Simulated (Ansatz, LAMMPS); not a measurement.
# Squeezing and shearing glassy 32SiO2-44B2O3-12CaO-12K2O (mol %) (128 atoms), part 3 of 4

Aim: relax glassy 32SiO2-44B2O3-12CaO-12K2O (mol %) (128 atoms), then change its volume and shape to read moduli from the stress.

Ansatz 0.2.0; Kohn-Sham DFT, PBE, PAW (set soft_2), plane waves.

The cell: 11 Si, 30 B, 4 Ca, 8 K and 75 O. The quench rate of 20 K/ps far exceeds what a furnace or splat quench reaches. The starting topology of bonds comes from the classical model. Sampling is at Γ alone.

So far. Step 6 (Volume +3 %): The relaxation converged after 9 steps, 0.459 eV below its start, with a largest force component of 0.042 eV/Å. Step 6 (Volume +3 %): Volume +3 %: the energy stands 0.175 eV above that of the reference, at a pressure of -1.19 GPa.

## (7) Volume -6 %

The relaxed cell is scaled to another volume.

The input, input.yaml:

```yaml
crystal:
  lattice:
    - [11.34328, -0.04241, 0.00613]
    - [-0.04241, 11.73201, 0.09728]
    - [0.00613, 0.09728, 11.25548]
  atoms:
    [... the 128 atom lines of step 4 ...]
kpoints:
  mp_grid: { grid: [1, 1, 1] }
hamiltonian:
  xc: pbe
scf:
  occupations: { method: fermi_dirac, width: 0.05 }
output:
  forces: true
  eigenvalues: true
  stress: true
relax:
  f_tol: 0.05
  max_steps: 70
```

Started as:

```console
ansatz run input.yaml --threads 4 --pin off --max-ram 8192MiB --backend cpu --events-out ev --progress --plain --runs-dir out
```

Log:

```text
[...]
Crystal: 128 atoms, lattice volume = 1497.745 Å³
Basis set: ecut = 420 eV, 29267 PW (Γ), exchange–correlation on 160×160×160 points (8 copies of the dense FFT grid, shifted against one another)
Bands: 476, of which v1, the nominal top of the filled ones, is band 348 counted from 1 (347 counted from 0)
Symmetry: 1 space group operations
[...]
k-points: 1
[...]
SCF iter   1: F=—  HF=-73925.619472 eV  |F-HF|=—  |Δ(HF+E_count)|=         —  Δρ=2.91e-3  dr2=1.32e-1  ethr=1.77e-3  ⟨swp⟩=8.0  Hψ=2506  notcnv=0  defer=61
[...]
SCF iter   5: F=—  HF=-73925.625662 eV  |F-HF|=—  |Δ(HF+E_count)|=   1.28e-5  Δρ=1.03e-4  dr2=1.81e-4  ethr=1.21e-7  ⟨swp⟩=2.0  Hψ=681  notcnv=0  defer=124
SCF iter   6: F=-73925.625659 eV  HF=-73925.625681 eV  |F-HF|=2.23e-5  |Δ(HF+E_count)|=   1.93e-5  Δρ=5.61e-5  dr2=4.25e-5  ethr=8.98e-9  ⟨swp⟩=15.0  Hψ=3005  notcnv=0
SCF 1 converged in 6 iterations: F = -73925.625659 eV  dr2 = 4.25e-5
[...]
relax step   1: F+E_penalty+E_count = -73925.62565890 eV  Δ(F+E_penalty+E_count) = +0.000e0 eV  max|allowed force component| = 1.244e0 eV/Å  Δτ_max = 0.0000 Å  (6 SCF iters, dr2 threshold 6.25e-5 eV, accepted)
[...]
relax step   2: F+E_penalty+E_count = -73926.95693957 eV  Δ(F+E_penalty+E_count) = -1.331e0 eV  max|allowed force component| = 6.837e-1 eV/Å  Δτ_max = 0.1257 Å  (7 SCF iters, dr2 threshold 9.68e-5 eV, accepted)
[...]
relax step   3: F+E_penalty+E_count = -73927.52061043 eV  Δ(F+E_penalty+E_count) = -5.637e-1 eV  max|allowed force component| = 3.477e-1 eV/Å  Δτ_max = 0.1280 Å  (7 SCF iters, dr2 threshold 2.92e-5 eV, accepted)
relax step   4: F+E_penalty+E_count = -73927.61262637 eV  Δ(F+E_penalty+E_count) = -9.202e-2 eV  max|allowed force component| = 2.849e-1 eV/Å  Δτ_max = 0.1252 Å  (6 SCF iters, dr2 threshold 3.13e-5 eV, accepted)
relax step   5: F+E_penalty+E_count = -73927.67146293 eV  Δ(F+E_penalty+E_count) = -5.884e-2 eV  max|allowed force component| = 1.825e-1 eV/Å  Δτ_max = 0.0483 Å  (6 SCF iters, dr2 threshold 2.10e-5 eV, accepted)
relax step   6: F+E_penalty+E_count = -73927.49380993 eV  Δ(F+E_penalty+E_count) = +1.777e-1 eV  max|allowed force component| = 5.042e-1 eV/Å  Δτ_max = 0.2000 Å  (7 SCF iters, dr2 threshold 1.37e-5 eV, rejected (line search))
relax step   7: F+E_penalty+E_count = -73927.73117709 eV  Δ(F+E_penalty+E_count) = -5.971e-2 eV  max|allowed force component| = 1.413e-1 eV/Å  Δτ_max = 0.0823 Å  (10 SCF iters, accepted)
relax step   8: F+E_penalty+E_count = -73927.75464765 eV  Δ(F+E_penalty+E_count) = -2.347e-2 eV  max|allowed force component| = 9.887e-2 eV/Å  Δτ_max = 0.1000 Å  (7 SCF iters, dr2 threshold 8.20e-6 eV, accepted)
relax step   9: F+E_penalty+E_count = -73927.76176886 eV  Δ(F+E_penalty+E_count) = -7.121e-3 eV  max|allowed force component| = 7.789e-2 eV/Å  Δτ_max = 0.0501 Å  (6 SCF iters, dr2 threshold 4.78e-6 eV, accepted)
relax step  10: F+E_penalty+E_count = -73927.76487372 eV  Δ(F+E_penalty+E_count) = -3.105e-3 eV  max|allowed force component| = 1.075e-1 eV/Å  Δτ_max = 0.0192 Å  (6 SCF iters, dr2 threshold 2.97e-6 eV, accepted)
relax step  11: F+E_penalty+E_count = -73927.76711694 eV  Δ(F+E_penalty+E_count) = -2.243e-3 eV  max|allowed force component| = 9.507e-2 eV/Å  Δτ_max = 0.0141 Å  (5 SCF iters, dr2 threshold 7.17e-6 eV, accepted)
relax step  12: F+E_penalty+E_count = -73927.76887675 eV  Δ(F+E_penalty+E_count) = -1.760e-3 eV  max|allowed force component| = 3.295e-2 eV/Å  Δτ_max = 0.0082 Å  (5 SCF iters, dr2 threshold 7.08e-6 eV, accepted)
[...]
relax step  13: F+E_penalty+E_count = -73927.76887717 eV  Δ(F+E_penalty+E_count) = -4.241e-7 eV  max|allowed force component| = 3.289e-2 eV/Å  Δτ_max = 0.0000 Å  (4 SCF iters, accepted)
SCF converged after 4 iterations
Free energy (F): -73927.768877 eV
[...]
Internal energy: -73927.768877 eV  (E = F + TS)
E sigma→0 (E₀):  -73927.768877 eV
Fermi energy:    6.592434 eV
[...]
Σ components = -73927.768877   (vs F -73927.768877, Δ=0.00e0)
--- Forces (eV/Å), atoms counted from 1 ---
  atom   1  Si    -0.01560080    -0.00115384    -0.00737334
  atom   2  Si    -0.00382780     0.01143378     0.00415049
  atom   3  Si    -0.00417477     0.00200152     0.01397184
  atom   4  Si     0.00363631     0.00080715    -0.00033609
[...]
atom 128  O     -0.00997843     0.00007760    -0.00069878
  max |Σ_I F_I| component: 2.95e-5 eV/Å
--- Stress (GPa, compression-positive) ---
        2.962624      -0.159072       0.295269
       -0.159067       3.037841       0.219270
        0.295260       0.219289       3.282596
  P = ⅓ Tr σ = 3.0944 GPa (30.944 kbar)
--- Band table (eV) ---
[...]
--- Relaxed structure (13 steps of the walk, 12 accepted, 0 SCFs on fresh bases) ---
  F+E_penalty+E_count = -73927.76887717 eV   max|allowed force component| = 3.289e-2 eV/Å
  atoms:
    - { symbol: Si, position: [0.080076, 0.721143, 0.929549] }
    - { symbol: Si, position: [0.394106, 0.517494, 0.139512] }
    - { symbol: Si, position: [0.081165, 0.343192, 0.886063] }
    - { symbol: Si, position: [0.128630, 0.270361, 0.341882] }
[...]
- { symbol: O, position: [0.753816, 0.604874, 0.459298] }
```

Wall time 1.9 min (4 threads of AMD EPYC 9R45, shared host); peak memory 2.3 GiB; 7.2 min of CPU time.

The relaxation converged after 13 steps, 2.14 eV below its start, with a largest force component of 0.033 eV/Å.

Volume -6 %: the energy stands 0.852 eV above that of the reference, at a pressure of 3.09 GPa.

## (8) Volume +6 %

The relaxed cell is scaled to another volume.

Input and log are left out; they have the form of those shown for this kind of step.

The job ended after 2.2 min (4 threads of AMD EPYC 9R45, shared host; peak memory 2.6 GiB).

The relaxation converged after 12 steps, 1.77 eV below its start, with a largest force component of 0.048 eV/Å.

Volume +6 %: the energy stands 0.665 eV above that of the reference, at a pressure of -2.17 GPa.

## (9) Volume -10 %

The relaxed cell is scaled to another volume.

Input and log are left out; they have the form of those shown for this kind of step.

Run time: 3.6 min. Hardware: 4 threads of AMD EPYC 9R45, shared host; peak memory 2.2 GiB; 13 min of CPU time.

The relaxation converged after 23 steps, 6.41 eV below its start, with a largest force component of 0.035 eV/Å.

Volume -10 %: the energy stands 2.52 eV above that of the reference, at a pressure of 5.58 GPa.

## (10) Stretched by 1 % along x

The relaxed cell is strained along x alone, which gives the stiffness along x and its coupling to y and z.

input.yaml, the sections that differ from step 7:

```yaml
crystal:
  lattice:
    - [11.69547, -0.04329, 0.00626]
    - [-0.04372, 11.9765, 0.09931]
    - [0.00632, 0.09931, 11.49004]
  atoms:
    [... the 128 atom lines of step 4 ...]
# kpoints, hamiltonian, scf, output, relax: as in step 7
```

Log:

```text
[...]
Crystal: 128 atoms, lattice volume = 1609.281 Å³
Basis set: ecut = 420 eV, 31435 PW (Γ), exchange–correlation on 160×162×160 points (8 copies of the dense FFT grid, shifted against one another)
Bands: 476, of which v1, the nominal top of the filled ones, is band 348 counted from 1 (347 counted from 0)
Symmetry: 1 space group operations
[...]
k-points: 1
[...]
SCF iter   1: F=—  HF=-73928.486798 eV  |F-HF|=—  |Δ(HF+E_count)|=         —  Δρ=2.59e-3  dr2=1.20e-1  ethr=1.77e-3  ⟨swp⟩=7.0  Hψ=2328  notcnv=0  defer=105
[...]
SCF iter   5: F=—  HF=-73928.495586 eV  |F-HF|=—  |Δ(HF+E_count)|=   2.11e-5  Δρ=1.03e-4  dr2=1.86e-4  ethr=1.18e-7  ⟨swp⟩=2.0  Hψ=689  notcnv=0  defer=123
SCF iter   6: F=-73928.495574 eV  HF=-73928.495596 eV  |F-HF|=2.21e-5  |Δ(HF+E_count)|=   9.94e-6  Δρ=5.37e-5  dr2=4.37e-5  ethr=8.98e-9  ⟨swp⟩=18.0  Hψ=3044  notcnv=0
SCF 1 converged in 6 iterations: F = -73928.495574 eV  dr2 = 4.37e-5
[...]
relax step   1: F+E_penalty+E_count = -73928.49557384 eV  Δ(F+E_penalty+E_count) = +0.000e0 eV  max|allowed force component| = 3.720e-1 eV/Å  Δτ_max = 0.0000 Å  (6 SCF iters, dr2 threshold 6.25e-5 eV, accepted)
[...]
relax step   2: F+E_penalty+E_count = -73928.55039400 eV  Δ(F+E_penalty+E_count) = -5.482e-2 eV  max|allowed force component| = 2.435e-1 eV/Å  Δτ_max = 0.0438 Å  (6 SCF iters, dr2 threshold 8.65e-6 eV, accepted)
[...]
relax step   3: F+E_penalty+E_count = -73928.57103420 eV  Δ(F+E_penalty+E_count) = -2.064e-2 eV  max|allowed force component| = 6.674e-2 eV/Å  Δτ_max = 0.0463 Å  (7 SCF iters, dr2 threshold 3.71e-6 eV, accepted)
relax step   4: F+E_penalty+E_count = -73928.57676394 eV  Δ(F+E_penalty+E_count) = -5.730e-3 eV  max|allowed force component| = 5.909e-2 eV/Å  Δτ_max = 0.0314 Å  (7 SCF iters, accepted)
relax step   5: F+E_penalty+E_count = -73928.49109601 eV  Δ(F+E_penalty+E_count) = +8.567e-2 eV  max|allowed force component| = 2.666e-1 eV/Å  Δτ_max = 0.1342 Å  (9 SCF iters, rejected (line search))
relax step   6: F+E_penalty+E_count = -73928.58325313 eV  Δ(F+E_penalty+E_count) = -6.489e-3 eV  max|allowed force component| = 6.266e-2 eV/Å  Δτ_max = 0.0356 Å  (9 SCF iters, accepted)
relax step   7: F+E_penalty+E_count = -73928.58774144 eV  Δ(F+E_penalty+E_count) = -4.488e-3 eV  max|allowed force component| = 7.571e-2 eV/Å  Δτ_max = 0.1000 Å  (7 SCF iters, dr2 threshold 3.08e-6 eV, accepted)
relax step   8: F+E_penalty+E_count = -73928.59134048 eV  Δ(F+E_penalty+E_count) = -3.599e-3 eV  max|allowed force component| = 5.415e-2 eV/Å  Δτ_max = 0.0201 Å  (5 SCF iters, dr2 threshold 5.73e-6 eV, accepted)
relax step   9: F+E_penalty+E_count = -73928.59429202 eV  Δ(F+E_penalty+E_count) = -2.952e-3 eV  max|allowed force component| = 7.085e-2 eV/Å  Δτ_max = 0.0469 Å  (8 SCF iters, accepted)
relax step  10: F+E_penalty+E_count = -73928.59728893 eV  Δ(F+E_penalty+E_count) = -2.997e-3 eV  max|allowed force component| = 7.141e-2 eV/Å  Δτ_max = 0.1013 Å  (7 SCF iters, dr2 threshold 2.57e-6 eV, accepted)
relax step  11: F+E_penalty+E_count = -73928.59997209 eV  Δ(F+E_penalty+E_count) = -2.683e-3 eV  max|allowed force component| = 8.074e-2 eV/Å  Δτ_max = 0.0498 Å  (6 SCF iters, dr2 threshold 5.10e-6 eV, accepted)
relax step  12: F+E_penalty+E_count = -73928.57110420 eV  Δ(F+E_penalty+E_count) = +2.887e-2 eV  max|allowed force component| = 2.794e-1 eV/Å  Δτ_max = 0.2000 Å  (7 SCF iters, dr2 threshold 6.52e-6 eV, rejected (line search))
[...]
relax step  13: F+E_penalty+E_count = -73928.60669082 eV  Δ(F+E_penalty+E_count) = -6.719e-3 eV  max|allowed force component| = 3.926e-2 eV/Å  Δτ_max = 0.0998 Å  (9 SCF iters, accepted)
SCF converged after 9 iterations
Free energy (F): -73928.606691 eV
[...]
Internal energy: -73928.606691 eV  (E = F + TS)
E sigma→0 (E₀):  -73928.606691 eV
Fermi energy:    5.766975 eV
[...]
Σ components = -73928.606691   (vs F -73928.606691, Δ=0.00e0)
--- Forces (eV/Å), atoms counted from 1 ---
  atom   1  Si     0.00806826    -0.00413646     0.00079350
  atom   2  Si     0.00063477    -0.02200675    -0.00768982
  atom   3  Si     0.01107745     0.00370926    -0.00531594
  atom   4  Si     0.01412426     0.02341945     0.00083568
[...]
atom 128  O      0.00695819     0.00916891    -0.01756586
  max |Σ_I F_I| component: 5.46e-5 eV/Å
--- Stress (GPa, compression-positive) ---
       -0.635317       0.077234       0.009009
        0.077228      -0.033096       0.126900
        0.008998       0.126901      -0.438093
  P = ⅓ Tr σ = -0.3688 GPa (-3.688 kbar)
--- Band table (eV) ---
[...]
--- Relaxed structure (13 steps of the walk, 11 accepted, 0 SCFs on fresh bases) ---
  F+E_penalty+E_count = -73928.60669082 eV   max|allowed force component| = 3.926e-2 eV/Å
  atoms:
    - { symbol: Si, position: [0.079737, 0.724576, 0.927672] }
    - { symbol: Si, position: [0.393960, 0.527053, 0.130550] }
    - { symbol: Si, position: [0.080917, 0.343050, 0.896541] }
    - { symbol: Si, position: [0.120128, 0.263293, 0.345943] }
[...]
- { symbol: O, position: [0.766167, 0.600219, 0.457305] }
```

The job ended after 2.1 min (4 threads; peak memory 2.4 GiB).

The relaxation converged after 13 steps, 0.111 eV below its start, with a largest force component of 0.039 eV/Å.

Stretched by 1 % along x: the energy stands 0.0143 eV above that of the reference, at a pressure of -0.369 GPa.

## (11) Compressed by 1 % along x

The relaxed cell is strained along x alone, which gives the stiffness along x and its coupling to y and z.

input.yaml, the sections that differ from step 10:

```yaml
crystal:
  lattice:
    - [11.46387, -0.04329, 0.00626]
    - [-0.04286, 11.9765, 0.09931]
    - [0.0062, 0.09931, 11.49004]
  atoms:
    [... the 128 atom lines of step 4 ...]
# kpoints, hamiltonian, scf, output, relax: as in step 10
```

Log:

```text
[...]
Crystal: 128 atoms, lattice volume = 1577.414 Å³
Basis set: ecut = 420 eV, 30795 PW (Γ), exchange–correlation on 160×162×160 points (8 copies of the dense FFT grid, shifted against one another)
Bands: 476, of which v1, the nominal top of the filled ones, is band 348 counted from 1 (347 counted from 0)
Symmetry: 1 space group operations
[...]
k-points: 1
[...]
SCF iter   1: F=—  HF=-73928.474692 eV  |F-HF|=—  |Δ(HF+E_count)|=         —  Δρ=2.67e-3  dr2=1.24e-1  ethr=1.77e-3  ⟨swp⟩=8.0  Hψ=2505  notcnv=0  defer=61
[...]
SCF iter   5: F=—  HF=-73928.483356 eV  |F-HF|=—  |Δ(HF+E_count)|=   2.17e-5  Δρ=1.05e-4  dr2=1.89e-4  ethr=1.20e-7  ⟨swp⟩=2.0  Hψ=688  notcnv=0  defer=124
SCF iter   6: F=-73928.483345 eV  HF=-73928.483367 eV  |F-HF|=2.20e-5  |Δ(HF+E_count)|=   1.02e-5  Δρ=5.43e-5  dr2=4.36e-5  ethr=8.98e-9  ⟨swp⟩=15.0  Hψ=2972  notcnv=0
SCF 1 converged in 6 iterations: F = -73928.483345 eV  dr2 = 4.36e-5
[...]
relax step   1: F+E_penalty+E_count = -73928.48334458 eV  Δ(F+E_penalty+E_count) = +0.000e0 eV  max|allowed force component| = 4.125e-1 eV/Å  Δτ_max = 0.0000 Å  (6 SCF iters, dr2 threshold 6.25e-5 eV, accepted)
[...]
relax step   2: F+E_penalty+E_count = -73928.54137644 eV  Δ(F+E_penalty+E_count) = -5.803e-2 eV  max|allowed force component| = 2.614e-1 eV/Å  Δτ_max = 0.0502 Å  (6 SCF iters, dr2 threshold 1.06e-5 eV, accepted)
[...]
relax step   3: F+E_penalty+E_count = -73928.56399492 eV  Δ(F+E_penalty+E_count) = -2.262e-2 eV  max|allowed force component| = 9.688e-2 eV/Å  Δτ_max = 0.0636 Å  (7 SCF iters, dr2 threshold 4.27e-6 eV, accepted)
relax step   4: F+E_penalty+E_count = -73928.49216885 eV  Δ(F+E_penalty+E_count) = +7.183e-2 eV  max|allowed force component| = 3.360e-1 eV/Å  Δτ_max = 0.1470 Å  (9 SCF iters, rejected (line search))
relax step   5: F+E_penalty+E_count = -73928.57747287 eV  Δ(F+E_penalty+E_count) = -1.348e-2 eV  max|allowed force component| = 6.968e-2 eV/Å  Δτ_max = 0.0528 Å  (9 SCF iters, accepted)
relax step   6: F+E_penalty+E_count = -73928.55642269 eV  Δ(F+E_penalty+E_count) = +2.105e-2 eV  max|allowed force component| = 1.965e-1 eV/Å  Δτ_max = 0.1000 Å  (9 SCF iters, rejected (line search))
[...]
relax step   7: F+E_penalty+E_count = -73928.58381482 eV  Δ(F+E_penalty+E_count) = -6.342e-3 eV  max|allowed force component| = 4.512e-2 eV/Å  Δτ_max = 0.0352 Å  (9 SCF iters, accepted)
SCF converged after 9 iterations
Free energy (F): -73928.583815 eV
[...]
Internal energy: -73928.583815 eV  (E = F + TS)
E sigma→0 (E₀):  -73928.583815 eV
Fermi energy:    6.020334 eV
[...]
Σ components = -73928.583815   (vs F -73928.583815, Δ=0.00e0)
--- Forces (eV/Å), atoms counted from 1 ---
  atom   1  Si     0.00870537     0.00548264     0.00375696
  atom   2  Si     0.00611084    -0.00395955     0.01662860
  atom   3  Si    -0.00123073    -0.00021480    -0.01039849
  atom   4  Si     0.00753753     0.00811325    -0.01002849
[...]
atom 128  O      0.01250222     0.00249957    -0.00409691
  max |Σ_I F_I| component: 6.32e-5 eV/Å
--- Stress (GPa, compression-positive) ---
        0.783356      -0.057757       0.117523
       -0.057760       0.231685       0.001184
        0.117507       0.001191       0.262267
  P = ⅓ Tr σ = 0.4258 GPa (4.258 kbar)
--- Band table (eV) ---
[...]
--- Relaxed structure (7 steps of the walk, 5 accepted, 0 SCFs on fresh bases) ---
  F+E_penalty+E_count = -73928.58381482 eV   max|allowed force component| = 4.512e-2 eV/Å
  atoms:
    - { symbol: Si, position: [0.081111, 0.722849, 0.927752] }
    - { symbol: Si, position: [0.394335, 0.523044, 0.134412] }
    - { symbol: Si, position: [0.079878, 0.340805, 0.893465] }
    - { symbol: Si, position: [0.124752, 0.265133, 0.343175] }
[...]
- { symbol: O, position: [0.762195, 0.602017, 0.458919] }
```

Wall time 75 s (4 threads); peak memory 2.4 GiB.

The relaxation converged after 7 steps, 0.100 eV below its start, with a largest force component of 0.045 eV/Å.

Compressed by 1 % along x: the energy stands 0.0371 eV above that of the reference, at a pressure of 0.426 GPa.

(Part 3 of 4 ends here.)

[Long decimals in the printed logs are rounded to 6 places.]

[Logs are printed without paths, hosts, clocks, repeated set-up lines and the standing remarks that a program may print on its own settings, such as how far it seeks lower states.]

[Hosts, paths, dates, database ids (printed as entryN), source tags and the programs' standing remarks are cut or masked in the printed files.]
